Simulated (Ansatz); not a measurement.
# A convergence test on TaAgO3 (R3c): wavefunction cutoff

Aim: see how gap, energy and time of TaAgO3 (R3c) follow the wavefunction cutoff.

Main program and level: Ansatz 0.2.0; DFT, LDA, plane waves, PAW; PAW set soft_1.

## 1. The structure

The structure is trigonal, space group R3c (No. 161). The conventional cell has a = 5.528 Å, b = 5.528 Å, c = 13.716 Å, α = 90.00°, β = 90.00°, γ = 120.00°. Ta has 6 O at 1.96 to 2.03 Å nearest. Ag has 6 O at 2.40 to 2.78 Å nearest. Nearest to O lie 2 Ta at 1.96 to 2.03 Å and 2 Ag at 2.40 to 2.78 Å. Farther neighbours, and contacts between anions beyond the nearest, are not listed.

Geometry: measured cell, ions relaxed with LDA. The runs that relaxed it are not among those shown.

## 2. Wavefunction cutoff: 190 eV

File input.yaml:

```yaml
crystal:
  lattice:
    - [2.76405, 1.5958250116, 4.5719666667]
    - [-2.76405, 1.5958250116, 4.5719666667]
    - [0.0, -3.1916500231, 4.5719666667]
  atoms:
    - { symbol: Ta, position: [-0.0026385787, -0.0026385787, -0.0026385787] }
    - { symbol: Ta, position: [0.4973614213, 0.4973614213, 0.4973614213] }
    - { symbol: Ag, position: [0.249001027, 0.249001027, 0.249001027] }
    - { symbol: Ag, position: [0.749001027, 0.749001027, 0.749001027] }
    - { symbol: O, position: [0.8177770211, 0.6856263691, 0.2524341615] }
    - { symbol: O, position: [0.2524341615, 0.8177770211, 0.6856263691] }
    - { symbol: O, position: [0.6856263691, 0.2524341615, 0.8177770211] }
    - { symbol: O, position: [0.7524341615, 0.1856263691, 0.3177770211] }
    - { symbol: O, position: [0.1856263691, 0.3177770211, 0.7524341615] }
    - { symbol: O, position: [0.3177770211, 0.7524341615, 0.1856263691] }
kpoints:
  mp_grid: { grid: [6, 6, 6] }
  band_path:
    path:
      - [0.0, 0.0, 0.0]
      - [-0.5, -0.5, -0.5]
      - [-0.24788857, -0.75211143, -0.5]
      - [0.24788857, -0.5, -0.24788857]
      - [0.0, -0.5, 0.0]
      - [0.37394429, -0.37394429, 0.0]
      - [0.0, -0.62605571, -0.37394429]
      - [0.0, -0.5, -0.5]
      - [0.1666666667, 0.1666666667, -0.3333333333]
    npoints: 1
hamiltonian:
  xc: lda
  pseudopotentials: { kind: paw, azcp: { folder: soft_1 }, xc_functional: pbe }
scf:
  occupations: { method: fermi_dirac, width: 0.02 }
  n_extra_bands: 7
  max_iter: 80
output:
  eigenvalues: true
  forces: true
  stress: true
basis:
  ecutwfc: 190.0
```

Command:

```sh
> ansatz run input.yaml --threads 3 --pin off --max-ram 92160MiB --backend cuda --events-out ev --progress --plain --runs-dir out --devices 1 --max-vram 13GiB
```

What it wrote:

```text
Warning: basis.ecutwfc = 190 eV is below the records' recommended 420 eV, and the density's cutoff is lower with it unless basis.ecutrho_ratio is high enough to keep the records' density cutoff: compare with a run at a higher cutoff
scf.n_extra_bands = 7 over 50 filled bands (N_el = 100.0): the run solves 57 bands
GPUs: using 1 of 1 available (devices: 1).
Engine: ansatz 0.2.0, x86_64-unknown-linux-gnu
Pseudopotentials: kind: paw
Pseudopotential: Ta, paw, valence charge 13, recommended cutoff 420 eV (normal), soft_1/Ta.paw.azcp
Pseudopotential: Ag, paw, valence charge 19, recommended cutoff 420 eV (normal), soft_1/Ag.paw.azcp
Pseudopotential: O, paw, valence charge 6, recommended cutoff 420 eV (normal), soft_1/O.paw.azcp
Functional definition: SPW92
  exchange = slater_x
  correlation = pw_c
device memory: the entry about to start is reckoned to put 1.4 GiB on a device that reports 43.6 GiB free (of which the cap on the GPU budget leaves the run 13.0 GiB)
GPU FFT provider: cuFFT
GPU libraries: cuBLAS 13.8.2, cuFFT 12.4.0, cuSOLVER 12.3.4
Crystal: 10 atoms, lattice volume = 121.000 Å³
Basis set: ecut = 190 eV, 725 PW (Γ)
Bands: 57, of which v1, the nominal top of the filled ones, is band 50 counted from 1 (49 counted from 0)
Symmetry: 6 space group operations
Space group: R3c (ITA 161), of the structure as read, at distance tolerance 4.9e-5 Å
k-points: 32 of 216 (time reversal used)
Non-local potential: Ta, projectors of the file, l = 0: 3, l = 1: 2, l = 2: 2, l = 3: 1
Non-local potential: Ag, projectors of the file, l = 0: 3, l = 1: 2, l = 2: 2, l = 3: 1
Non-local potential: O, projectors of the file, l = 0: 2, l = 1: 2, l = 2: 1
PAW form: soft (Blöchl's): semilocal exchange-correlation on the pseudo side does not see the compensation charge
PAW frozen core: Ta, regenerated for the run's functional, and the local potential with it (the file was generated under x = pbe(κ = 0.804, μ = 0.219515), c = pbe(β = 0.066725))
PAW frozen core: Ag, regenerated for the run's functional, and the local potential with it (the file was generated under x = pbe(κ = 0.804, μ = 0.219515), c = pbe(β = 0.066725))
PAW frozen core: O, regenerated for the run's functional, and the local potential with it (the file was generated under x = pbe(κ = 0.804, μ = 0.219515), c = pbe(β = 0.066725))
PAW one-centre angular grid: Ta, 590 points (default); XC on 64 Gauss nodes
PAW one-centre angular grid: Ag, 590 points (default); XC on 64 Gauss nodes
PAW one-centre angular grid: O, 110 points (default); XC on 64 Gauss nodes
Initial density: superposition of atomic densities (chi_scale 0.1, normalization cell, long waves kept (reshape's long-wave potential 0.00 eV rms))
Initial wavefunctions: pseudopotential atomic-orbital guess
GPU buffer pool allocated for 19683 grid points (all kernels)
GPU transforms: local potential and band sums: pruned to the plane-wave sphere, on 25×25×25
Functional: x = slater, c = lda
SCF iter   1: F=—  HF=-37555.321565 eV  |F-HF|=—  |Δ(HF+E_count)|=         —  Δρ=1.83e-1  dr2=1.52e1  ethr=3.10e-3  ⟨swp⟩=6.0  Hψ=5801  notcnv=0
preconditioner: auto → Resta (q_TF=auto, 2.643 Å⁻¹)  ε∞=9.3  [insulator: Δε(μ)=1.064 eV  Ē_g=9.637 eV  σ=0.020 eV  W_gap=1.00  n_scr=32 (ndim 8)  ℏωp=27.8 eV  f_vac=0.000  D(μ)=0.00/eV (n_scr^D=0)  ε∞_Penn≈9.3]
SCF iter   2: F=—  HF=-37549.465598 eV  |F-HF|=—  |Δ(HF+E_count)|=    5.86e0  Δρ=6.73e-2  dr2=2.08e0  ethr=3.10e-3  ⟨swp⟩=2.0  Hψ=3776  notcnv=0  defer=64
SCF iter   3: F=—  HF=-37548.722361 eV  |F-HF|=—  |Δ(HF+E_count)|=   7.43e-1  Δρ=3.03e-2  dr2=4.83e-1  ethr=2.08e-3  ⟨swp⟩=2.7  Hψ=4112  notcnv=0  defer=64
SCF iter   4: F=—  HF=-37548.533055 eV  |F-HF|=—  |Δ(HF+E_count)|=   1.89e-1  Δρ=3.38e-3  dr2=9.14e-3  ethr=4.83e-4  ⟨swp⟩=2.9  Hψ=4982  notcnv=0  defer=64
SCF iter   5: F=—  HF=-37548.532718 eV  |F-HF|=—  |Δ(HF+E_count)|=   3.37e-4  Δρ=9.02e-4  dr2=9.22e-4  ethr=9.14e-6  ⟨swp⟩=2.0  Hψ=2508  notcnv=0  defer=64
SCF iter   6: F=—  HF=-37548.531894 eV  |F-HF|=—  |Δ(HF+E_count)|=   8.24e-4  Δρ=1.37e-4  dr2=2.48e-5  ethr=9.22e-7  ⟨swp⟩=2.6  Hψ=3400  notcnv=0  defer=64
SCF iter   7: F=—  HF=-37548.532802 eV  |F-HF|=—  |Δ(HF+E_count)|=   9.08e-4  Δρ=3.17e-5  dr2=1.17e-6  ethr=2.48e-8  ⟨swp⟩=2.0  Hψ=2594  notcnv=0  defer=64
SCF iter   8: F=-37548.532802 eV  HF=-37548.532802 eV  |F-HF|=1.79e-8  |Δ(HF+E_count)|=   5.80e-9  Δρ=6.71e-6  dr2=4.71e-8  ethr=1.00e-10  ⟨swp⟩=9.2  Hψ=7160  notcnv=0
SCF 1 converged in 8 iterations: F = -37548.532802 eV  dr2 = 4.71e-8
[...]
device memory: the entry about to start is reckoned to put 1.2 GiB on a device that reports 43.6 GiB free (of which the cap on the GPU budget leaves the run 13.0 GiB)
NSCF: frozen V_eff on 9 k-points
SCF converged after 8 iterations
Free energy (F): -37548.532802 eV
Harris-Foulkes:  -37548.532802 eV  (|F-HF|=1.79e-8)
Internal energy: -37548.532802 eV  (E = F + TS)
E sigma→0 (E₀):  -37548.532802 eV
Fermi energy:    12.152626 eV
--- Per-component energies (eV) ---
  E_band       = -978.111935
  E_kinetic    = 2871.706542
  E_local      = -7734.634784  (includes V_loc(G=0)·N_el)
  E_nonlocal   = 246.755523
  E_hartree    = 3260.621277
  E_xc         = -1408.476043
  E_vxc        = -1457.955779  (∫ρ·V_xc dr)
  E_paw        = -24608.478130  (= ΣΔE_a)
  E_vpaw       = -1425.279072  (= ΣTr[D̂ρ^β])
  E_aug_tail   = 0.057601  (compensation charges beyond the density's cutoff)
  E_ewald      = -10178.633928
  E_core_change = 2.549139  (= ΣΔE_core)
  E_smearing   = -0.000000  (= −TS)
  E_closure    = -0.000000  (closes the sum)
  Σ components = -37548.532802   (vs F -37548.532802, Δ=0.00e0)
--- Forces (eV/Å), atoms counted from 1 ---
  atom   1  Ta    -0.00000000     0.00000000     0.79935065
  atom   2  Ta     0.00000000     0.00000000     0.79935065
  atom   3  Ag    -0.00000000    -0.00000000    -0.34383895
  atom   4  Ag     0.00000000    -0.00000000    -0.34383895
  atom   5  O      0.83769487    -0.45321226    -0.15184182
  atom   6  O     -0.02635410     0.95207116    -0.15184182
  atom   7  O     -0.81134076    -0.49885891    -0.15184182
  atom   8  O      0.81134076    -0.49885891    -0.15184182
  atom   9  O     -0.83769487    -0.45321226    -0.15184182
  atom  10  O      0.02635410     0.95207116    -0.15184182
  max |Σ_I F_I| component: 2.75e-5 eV/Å
--- Stress (GPa, compression-positive) ---
        1.778813      -0.000000      -0.000000
       -0.000000       1.778813       0.000000
       -0.000000       0.000000       5.877807
  P = ⅓ Tr σ = 3.1451 GPa (31.451 kbar)
--- Band table (eV; the first three rows and the last of 32) ---
  k-point 0: bands = [... 46 lower, 10.3312, 10.3988, 11.0556, 11.0556, 13.0708, 13.4726, 13.4726, 13.5451, ... 3 higher]
  k-point 1: bands = [... 46 lower, 10.2710, 10.6534, 11.0164, 11.1839, 13.4818, 13.7765, 13.9114, 14.1863, ... 3 higher]
  k-point 2: bands = [... 46 lower, 10.4574, 10.6755, 10.8157, 11.0143, 14.0284, 14.4498, 14.6277, 15.5155, ... 3 higher]
  k-point 31: bands = [... 46 lower, 10.9249, 10.9249, 10.9249, 10.9249, 14.6789, 14.6789, 15.6154, 15.6154, ... 3 higher]
```

Elapsed: 6 s, on 1 × NVIDIA H100 80GB HBM3 (shared by 6 runs) with 3 threads of AMD EPYC 7R13 (Zen 3), shared host; peak memory 0.93 GiB; 3.4 s of CPU time.

Read from the output:

```yaml
pressure: 3.145 GPa
gap: 1.887 eV
valence_top_at: k = (0.000, 0.000, 0.167)
conduction_bottom_at: Γ
least_direct_gap: 2.015 eV
```

The gap is indirect, with the least direct gap 0.13 eV higher.

## 3. Wavefunction cutoff: 290 eV

input.yaml, as its differences from that of step 2:

```diff
@@ -34,3 +34,3 @@
 scf:
-  occupations: { method: fermi_dirac, width: 0.02 }
+  occupations: { method: fixed }
   n_extra_bands: 7
@@ -42,2 +42,2 @@
 basis:
-  ecutwfc: 190.0
+  ecutwfc: 290.0
```

What it wrote:

```text
[...]
GPUs: using 1 of 1 available (devices: 1).
[...]
GPU FFT provider: cuFFT
GPU libraries: cuBLAS 13.8.2, cuFFT 12.4.0, cuSOLVER 12.3.4
Crystal: 10 atoms, lattice volume = 121.000 Å³
Basis set: ecut = 290 eV, 1375 PW (Γ)
Bands: 57, of which v1, the nominal top of the filled ones, is band 50 counted from 1 (49 counted from 0)
[... 1 set-up line as in the run before ...]
[...]
k-point 0: bands = [... 46 lower, 10.4364, 10.5242, 11.0412, 11.0412, 13.1682, 13.2503, 13.2503, 13.4745, ... 3 higher]
  k-point 1: bands = [... 46 lower, 10.3708, 10.7517, 10.9895, 11.0727, 13.4257, 13.4832, 13.5683, 14.0046, ... 3 higher]
  k-point 2: bands = [... 46 lower, 10.6642, 10.7904, 11.0091, 11.1054, 13.8425, 14.1503, 14.3081, 15.2592, ... 3 higher]
  k-point 31: bands = [... 46 lower, 10.8900, 10.8900, 10.8900, 10.8900, 14.4848, 14.4848, 15.2846, 15.2846, ... 3 higher]
[key lines of the parts left out:]
SCF converged after 8 iterations
Free energy (F): -37616.189547 eV
Fermi energy:    11.193399 eV
P = ⅓ Tr σ = -9.2618 GPa (-92.618 kbar)
```

It took 10 s on 1 × NVIDIA H100 80GB HBM3 (shared by 6 runs) with 3 threads; peak memory 0.93 GiB.

This step gave:

* pressure: -9.262 GPa
* gap: 1.856 eV
* valence top at: k = (0.167, 0.167, -0.333)
* conduction bottom at: F
* least direct gap: 1.960 eV

The gap is 1.856 eV, −0.031 eV from the run before at this level.

## 4. Wavefunction cutoff: 420 eV (the default)

input.yaml, the sections that differ from step 3:

```yaml
kpoints:
  mp_grid: { grid: [6, 6, 6] }
  band_path:
    path:
      - [[0.0, 0.0, 0.0], [-0.5, -0.5, -0.5], [-0.24788857, -0.75211143, -0.5]]
      - [[0.24788857, -0.5, -0.24788857], [0.0, -0.5, 0.0], [0.0, 0.0, 0.0], [0.37394429, -0.37394429, 0.0]]
      - [[0.0, -0.62605571, -0.37394429], [0.0, -0.5, -0.5], [0.0, 0.0, 0.0]]
    npoints: 10
scf:
  occupations: { method: fermi_dirac, width: 0.02 }
  n_extra_bands: 7
output:
  eigenvalues: true
  forces: true
  stress: true
  write_density: true
  write_potential: true
  elf: true
  volumetric_format: npy
# crystal, hamiltonian: as in step 3
# basis: removed
```

What it wrote:

```text
[...]
GPUs: using 1 of 1 available (devices: 1).
[...]
GPU FFT provider: cuFFT
GPU libraries: cuBLAS 13.8.2, cuFFT 12.4.0, cuSOLVER 12.3.4
Crystal: 10 atoms, lattice volume = 121.000 Å³
Basis set: ecut = 420 eV, 2361 PW (Γ)
Bands: 57, of which v1, the nominal top of the filled ones, is band 50 counted from 1 (49 counted from 0)
[... 1 set-up line as in the run before ...]
[...]
k-point 0: bands = [... 46 lower, 10.4646, 10.5447, 11.0529, 11.0529, 13.1844, 13.2600, 13.2600, 13.4985, ... 3 higher]
  k-point 1: bands = [... 46 lower, 10.3942, 10.7620, 11.0009, 11.0866, 13.4357, 13.4883, 13.5753, 14.0192, ... 3 higher]
  k-point 2: bands = [... 46 lower, 10.6806, 10.8104, 11.0164, 11.1239, 13.8510, 14.1553, 14.3141, 15.2686, ... 3 higher]
  k-point 31: bands = [... 46 lower, 10.9156, 10.9156, 10.9156, 10.9156, 14.4900, 14.4900, 15.2880, 15.2880, ... 3 higher]
[key lines of the parts left out:]
SCF converged after 8 iterations
Free energy (F): -37619.613693 eV
Fermi energy:    12.135893 eV
P = ⅓ Tr σ = -8.1138 GPa (-81.138 kbar)
```

Elapsed: 12 s, on 1 × NVIDIA H100 80GB HBM3 (shared by 6 runs) with 3 threads; peak memory 1 GiB.

Read from the output:

```yaml
pressure: -8.114 GPa
gap: 1.849 eV
valence_top_at: k = (0.167, 0.167, -0.333)
conduction_bottom_at: F
least_direct_gap: 1.948 eV
```

The gap is 1.849 eV, −0.007 eV from the run before at this level.

## 5. Wavefunction cutoff: 630 eV

input.yaml, the sections that differ from step 4:

```yaml
kpoints:
  mp_grid: { grid: [6, 6, 6] }
  band_path:
    path:
      - [0.0, 0.0, 0.0]
      - [-0.5, -0.5, -0.5]
      - [-0.24788857, -0.75211143, -0.5]
      - [0.24788857, -0.5, -0.24788857]
      - [0.0, -0.5, 0.0]
      - [0.37394429, -0.37394429, 0.0]
      - [0.0, -0.62605571, -0.37394429]
      - [0.0, -0.5, -0.5]
      - [0.1666666667, 0.1666666667, -0.3333333333]
    npoints: 1
scf:
  occupations: { method: fixed }
  n_extra_bands: 7
  max_iter: 80
output:
  eigenvalues: true
  forces: true
  stress: true
basis:
  ecutwfc: 630.0
# crystal, hamiltonian: as in step 4
```

What it wrote:

```text
[...]
GPUs: using 1 of 1 available (devices: 1).
[...]
GPU FFT provider: cuFFT
GPU libraries: cuBLAS 13.8.2, cuFFT 12.4.0, cuSOLVER 12.3.4
Crystal: 10 atoms, lattice volume = 121.000 Å³
Basis set: ecut = 630 eV, 4345 PW (Γ)
Bands: 57, of which v1, the nominal top of the filled ones, is band 50 counted from 1 (49 counted from 0)
[... 1 set-up line as in the run before ...]
[...]
k-point 0: bands = [... 46 lower, 10.4639, 10.5442, 11.0525, 11.0525, 13.1843, 13.2598, 13.2598, 13.4989, ... 3 higher]
  k-point 1: bands = [... 46 lower, 10.3935, 10.7615, 11.0004, 11.0861, 13.4357, 13.4881, 13.5753, 14.0195, ... 3 higher]
  k-point 2: bands = [... 46 lower, 10.6800, 10.8099, 11.0159, 11.1234, 13.8510, 14.1553, 14.3141, 15.2690, ... 3 higher]
  k-point 31: bands = [... 46 lower, 10.9150, 10.9150, 10.9150, 10.9150, 14.4901, 14.4901, 15.2881, 15.2881, ... 3 higher]
[key lines of the parts left out:]
SCF converged after 8 iterations
Free energy (F): -37619.648449 eV
Fermi energy:    11.202856 eV
P = ⅓ Tr σ = -8.1102 GPa (-81.102 kbar)
```

Wall time 10 s (1 × NVIDIA H100 80GB HBM3 (shared by 6 runs) with 3 threads); peak memory 0.96 GiB.

Numbers from this step:

| Quantity | Value |
| --- | --- |
| pressure | -8.110 GPa |
| gap | 1.849 eV |
| valence top at | k = (0.167, 0.167, -0.333) |
| conduction bottom at | F |
| least direct gap | 1.948 eV |

The gap is 1.849 eV, +0.001 eV from the run before at this level.

## 6. The series

Differences are against the last row; a negative gap means that bands overlap, and a run with a band path holds that path's time. Times are wall times on 1 × NVIDIA H100 80GB HBM3 (shared by 6 runs) with 3 threads of AMD EPYC 7R13 (Zen 3), shared host, good to a factor of about two.

| wavefunction cutoff | gap (eV) | direct gap (eV) | gap error (eV) | energy error (meV/atom) | irreducible k | time |
| --- | --- | --- | --- | --- | --- | --- |
| 190 eV | 1.887 | 2.015 | +0.038 | +7111.6 | 32 | 6 s |
| 290 eV | 1.856 | 1.960 | +0.006 | +345.9 | 32 | 10 s |
| 420 eV | 1.849 | 1.948 | −0.001 | +3.5 | 32 | 12 s |
| 630 eV | 1.849 | 1.948 | +0.000 | +0.0 | 32 | 10 s |

## 7. Results

- 190 eV: 1.887 eV
- 290 eV: 1.856 eV
- 420 eV: 1.849 eV
- 630 eV: 1.849 eV

The gap holds to 0.02 eV from 290 eV on. At 190 eV the gap is off by +0.038 eV and the energy by +7112 meV/atom.

[Long decimals in the printed logs are rounded to 6 places.]

[Logs are printed without paths, hosts, clocks, repeated set-up lines and the standing remarks that a program may print on its own settings, such as how far it seeks lower states.]

[Paths, hosts, dates, memory and timing lines, banners, echoed tables and standing remarks are left out of the program output; an Ansatz launch command may be rebuilt from the run's recorded settings. Measured values are a selection of at most five: reports struck by readers or far from the other reports are left out. None is set beside runs whose start may be inverted or whose files or cutoffs have a known fault.]

[Runs of the session that timed out or met a known fault of the program may be left out.]

[Cells called generated may have been cut or substituted from an entry of the Crystallography Open Database or the Materials Project.]

[Hosts, paths, dates, database ids (printed as entryN), source tags and the programs' standing remarks are cut or masked in the printed files.]

[Where the starting crystal was built by hand or by swapping elements, it need not be the compound's stable phase.]
